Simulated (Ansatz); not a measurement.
# Na3MoO4Cl (P4/nmm): the gap up the ladder of methods, part 2 of 2

What gap does each level of theory give for Na3MoO4Cl (P4/nmm), and in what time?

Ansatz 0.2.0; density functionals, hybrids and G0W0, plane waves, PAW. Known limits of the many-body steps: finite bands, screening cutoff and k mesh; no spin-orbit coupling in G0W0; screening cutoff under 40 eV in some runs.

So far. Step 10 (G0W0@PBE, 2×2×4 mesh, 1009 empty bands, screening to …): Over all 9 irreducible mesh points the G0W0 gap is 7.084 eV, from k = (-0.500, -0.500, -0.500) to k = Γ. The PBE gap of this run on the mesh is 4.314 eV. Other states bound it: the two that bound the G0W0 gap lie 4.377 eV apart in PBE, so state for state the correction is 7.084 − 4.377 = +2.707 eV, while gap against gap it is 7.084 − 4.314 = +2.770 eV.

In doubt: masses and optical values from hybrid runs of this build are listed as unsure (step 11), which bears on the screening that GW takes from such a start.

## 12. G0W0@r2SCAN, 2×2×4 mesh, 1009 empty bands, screening to 130 eV, PAW set soft_1 files

This step: G0W0 on r2SCAN, plane waves, PAW; PAW set soft_1.

File input.yaml:

```yaml
crystal:
  lattice:
    - [7.4942, 0.0, 0.0]
    - [0.0, 7.4942, 0.0]
    - [0.0, 0.0, 5.3409]
  atoms:
    - { symbol: Na, position: [0.75, 0.75, 0.0] }
    - { symbol: Na, position: [0.75, 0.25, 0.0] }
    - { symbol: Na, position: [0.25, 0.25, 0.0] }
    - { symbol: Na, position: [0.25, 0.75, 0.0] }
    - { symbol: Na, position: [0.5, 0.0, 0.6389095619] }
    - { symbol: Na, position: [0.0, 0.5, 0.3610904381] }
    - { symbol: Mo, position: [0.0, 0.0, 0.5] }
    - { symbol: Mo, position: [0.5, 0.5, 0.5] }
    - { symbol: Cl, position: [0.5, 0.0, 0.155433647] }
    - { symbol: Cl, position: [0.0, 0.5, 0.844566353] }
    - { symbol: O, position: [0.810272275, 0.0, 0.7004856242] }
    - { symbol: O, position: [0.5, 0.310272275, 0.7004856242] }
    - { symbol: O, position: [0.189727725, 0.0, 0.7004856242] }
    - { symbol: O, position: [0.5, 0.689727725, 0.7004856242] }
    - { symbol: O, position: [0.310272275, 0.5, 0.2995143758] }
    - { symbol: O, position: [0.0, 0.189727725, 0.2995143758] }
    - { symbol: O, position: [0.689727725, 0.5, 0.2995143758] }
    - { symbol: O, position: [0.0, 0.810272275, 0.2995143758] }
kpoints:
  mp_grid: { grid: [2, 2, 4] }
hamiltonian:
  xc: r2scan
  pseudopotentials: { kind: paw, azcp: { folder: soft_1 } }
scf:
  occupations: { method: fixed }
gw:
  n_empty_bands: 1009
  ecut_chi: 130.0
  qp_bands: [v4, c4]
  qp_kpoints: band_edges
  screening: { model: contour_deformation }
```

Command:

```console
ansatz run input.yaml --threads 2 --pin off --max-ram 92160MiB --backend cuda --events-out ev --progress --plain --runs-dir out --devices 1 --max-vram 13GiB
```

Wall time 70 s (1 × NVIDIA H100 80GB HBM3 (shared by 6 runs) with 2 threads of AMD EPYC 7R13 (Zen 3), shared host); peak memory 3.9 GiB; 1.9 min of CPU time.

Numbers from this step:

```
bands summed                                    : 1081
RPA ε∞ on this mesh (eigenvalues)               : 2.390, 2.390, 2.402
plane waves in the screening matrix             : 1001
G0W0 gap over the corrected points              : 7.321 eV
k of the valence top                            : -0.5, -0.5, -0.5
k of the conduction bottom                      : 0, 0, 0
starting gap on the mesh                        : 4.717 eV
Z at the valence top                            : 0.7605
Z at the conduction bottom                      : 0.8136
least direct G0W0 gap over the corrected points : 7.339 eV
```

Over all 9 irreducible mesh points the G0W0 gap is 7.321 eV, from k = (-0.500, -0.500, -0.500) to k = Γ. The r2SCAN gap of this run on the mesh is 4.717 eV. Other states bound it: the two that bound the G0W0 gap lie 4.803 eV apart in r2SCAN, so state for state the correction is 7.321 − 4.803 = +2.518 eV, while gap against gap it is 7.321 − 4.717 = +2.604 eV. G0W0@r2SCAN against G0W0@HSE06 with 1081 bands: 7.321 − 7.635 = −0.314 eV. The runs also differ in plane-wave cutoff (420 eV and 500 eV), so how much of this comes from the start alone is not known.

## 13. The ladder

Each gap is the least one over the points named; times are wall times on shared hosts, not benchmarks. A G0W0 time includes the run's own self-consistent start. Runs with listed points see these and the mesh alone, so an edge that moves elsewhere is missed. Rows marked * are further runs, not shown as steps, whose inputs differ from the G0W0 step on the same start in the columns given; solver thresholds can differ too. Symmetry makes (0.500, 0.500, 0.500) and (-0.500, -0.500, -0.500) one point.

| level | mesh | files, cutoff | bands summed, screening | points | gap (eV) | valence top | conduction bottom | least direct gap (eV) | time |
| --- | --- | --- | --- | --- | --- | --- | --- | --- | --- |
| LDA | 4×4×4 | soft_1 PAW, 420 eV | - | mesh and listed points | 4.253 | (0.000, 0.000, 0.500) | Γ | 4.276 | 4.8 s |
| PBEsol | 4×4×4 | soft_1 PAW, 420 eV | - | mesh and listed points | 4.298 | (0.500, 0.500, 0.500) | Γ | 4.321 | 6.3 s |
| PBE | 4×4×4 | soft_1 PAW, 420 eV | - | mesh and path | 4.314 | (0.500, 0.500, 0.500) | Γ | 4.337 | 9.8 s |
| PBE+SOC | 4×4×4 | soft_1 PAW, 420 eV | - | mesh and listed points | 4.309 | (0.000, 0.000, 0.500) | Γ | 4.336 | 11 s |
| r2SCAN | 4×4×4 | soft_1 PAW, 500 eV | - | mesh and listed points | 4.717 | (0.500, 0.500, 0.500) | Γ | 4.739 | 12 s |
| HSE06 | 2×2×4 | soft_1 PAW, 420 eV | - | mesh and listed points | 5.803 | (0.000, 0.500, 0.500) | Γ | 5.820 | 40 s |
| PBE0 | 2×2×4 | soft_1 PAW, 420 eV | - | mesh and listed points | 6.583 | (0.000, 0.500, 0.500) | Γ | 6.600 | 39 s |
| DDH-PBE0 | 2×2×4 | soft_1 PAW, 420 eV | - | mesh and listed points | 7.752 | (0.000, 0.500, 0.500) | Γ | 7.781 | 65 s |
| G0W0@PBE* | 2×2×4 | soft_1 PAW, 420 eV | 237, 39 eV | all 9 irreducible mesh points | 7.373 | (-0.500, -0.500, -0.500) | Γ | 7.381 | 21 s |
| G0W0@PBE* | 2×2×4 | soft_1 PAW, 420 eV | 541, 78 eV | all 9 irreducible mesh points | 7.099 | (-0.500, -0.500, -0.500) | Γ | 7.117 | 41 s |
| G0W0@PBE | 2×2×4 | soft_1 PAW, 420 eV | 1081, 130 eV | all 9 irreducible mesh points | 7.084 | (-0.500, -0.500, -0.500) | Γ | 7.102 | 54 s |
| G0W0@PBE* | 2×2×2 | soft_1 PAW, 420 eV | 541, 78 eV | all 6 irreducible mesh points | 7.106 | (-0.500, -0.500, -0.500) | Γ | 7.123 | 20 s |
| G0W0@HSE06 | 2×2×4 | soft_1 PAW, 420 eV | 1081, 130 eV | all 9 irreducible mesh points | 7.635 | (-0.500, -0.500, -0.500) | Γ | 7.648 | 3.1 min |
| G0W0@r2SCAN | 2×2×4 | soft_1 PAW, 500 eV | 1081, 130 eV | all 9 irreducible mesh points | 7.321 | (-0.500, -0.500, -0.500) | Γ | 7.339 | 70 s |

## 14. Summary of results

```yaml
lda_over_mesh_and_listed_points: 4.253 eV
pbesol_over_mesh_and_listed_points: 4.298 eV
pbe_over_mesh_and_path: 4.314 eV
pbe_soc_over_mesh_and_listed_points: 4.309 eV
r2scan_over_mesh_and_listed_points: 4.717 eV
hse06_over_mesh_and_listed_points: 5.803 eV
pbe0_over_mesh_and_listed_points: 6.583 eV
ddh_pbe0_over_mesh_and_listed_points: 7.752 eV
g0w0_pbe_1081_bands_2x2x4_over_all_9_irreducible_mesh_points: 7.084 eV
g0w0_hse06_over_all_9_irreducible_mesh_points: 7.635 eV
g0w0_r2scan_over_all_9_irreducible_mesh_points: 7.321 eV
known_limits: finite bands, screening cutoff and k mesh; no spin-orbit coupling in G0W0; screening cutoff under 40 eV in some runs
```

What this shows: The rows run from 4.253 eV (LDA) to 7.752 eV (DDH-PBE0). They differ in mesh, plane-wave cutoff, bands and screening cutoff of G0W0 and the points over which the gap was sought as well as in level, so only pairs that share these are like for like. PBE against PBEsol: 4.314 − 4.298 = +0.016 eV, with the same mesh, files and cutoff, and both edges at the same k points. PBE0 against HSE06: 6.583 − 5.803 = +0.780 eV, with the same mesh, files and cutoff, and both edges at the same k points. DDH-PBE0 against PBE0: 7.752 − 6.583 = +1.169 eV, with the same mesh, files and cutoff, and both edges at the same k points. G0W0@HSE06 against G0W0@PBE with 1081 bands: 7.635 − 7.084 = +0.551 eV, with the same mesh, files and cutoffs, and both edges at the same k points. The dielectric-dependent hybrid took 0.375 of exact exchange, against 0.25 in PBE0. G0W0@PBE (1081 bands, 2×2×4) moves the gap of its own start on the mesh by 7.084 − 4.314 = +2.770 eV, with other states at the edges (they lie 4.377 eV apart at the start). Both edges that PBE shows over mesh and path lie at k points where levels were corrected. Levels at other points were not corrected, so a lower G0W0 gap elsewhere in the zone is not ruled out. G0W0@HSE06 moves the gap of its own start on the mesh by 7.635 − 5.803 = +1.832 eV, with other states at the edges (they lie 5.876 eV apart at the start). Both edges that HSE06 shows over mesh and listed points lie at k points where levels were corrected. G0W0 has the valence top at another k point than that. Levels at other points were not corrected, so a lower G0W0 gap elsewhere in the zone is not ruled out. G0W0@r2SCAN moves the gap of its own start on the mesh by 7.321 − 4.717 = +2.604 eV, with other states at the edges (they lie 4.803 eV apart at the start). Both edges that r2SCAN shows over mesh and listed points lie at k points where levels were corrected. Levels at other points were not corrected, so a lower G0W0 gap elsewhere in the zone is not ruled out. What spin-orbit coupling does to the G0W0 levels was not computed, so no sum with the G0W0 gap is formed. For G0W0@PBE: from 237 bands and 39 eV to 1081 bands and 130 eV the gap moves by 7.084 − 7.373 = −0.289 eV (rung by rung 7.373, 7.099, 7.084 eV); bands and screening cutoff rise together, so their parts are not told apart. A line in one over the bands through the two highest rungs gives 7.084 + (7.084 − 7.099) × 541 / (1081 − 541) = 7.069 eV, and through the pair below 7.099 + (7.099 − 7.373) × 237 / (541 − 237) = 6.885 eV. The two differ by 0.184 eV, not under the 0.030 eV asked, so the law does not hold well over these rungs and the limit is not known. The other G0W0 rows are shown at one basis each (1081 bands), so their distance from the limit is not known here. With the 2×2×2 mesh in place of the 2×2×4 mesh and all else as in the G0W0@PBE row with 541 bands, the gap differs by 7.106 − 7.099 = +0.007 eV, and that of the start by 4.313 − 4.314 = −0.001 eV. The G0W0 runs are scalar-relativistic. G0W0@PBE runs of this series with other atomic data on the same mesh, not shown as steps, give 7.100 eV (hard PAW, 930 eV, 1568 bands, screening to 169 eV); where bands and cutoffs differ too, the part of the files is not isolated. A screening cutoff under 40 eV is crude: G0W0@PBE with 237 bands at 39 eV.

[Paths, hosts, dates, memory and timing lines, banners, echoed tables and standing remarks are left out of the program output.]

[Logs are printed without paths, hosts, clocks, repeated set-up lines and the standing remarks that a program may print on its own settings, such as how far it seeks lower states.]

[Runs of the session that timed out or met a known fault of the program may be left out.]

[Cells called generated may have been cut or substituted from an entry of the Crystallography Open Database or the Materials Project.]

[Hosts, paths, dates, database ids (printed as entryN), source tags and the programs' standing remarks are cut or masked in the printed files.]

[Where an RPA ε∞ is given, it is that of the G0W0 mesh and is not shown converged in it. Names of k-points follow the symmetry that the program found, which can be lower than the space group named. Band edges on a path are those of the sampled points; other points can move an edge, and change direct to indirect where valleys lie close.]

[Hybrid gaps are those of their k-mesh and are not shown converged in it.]
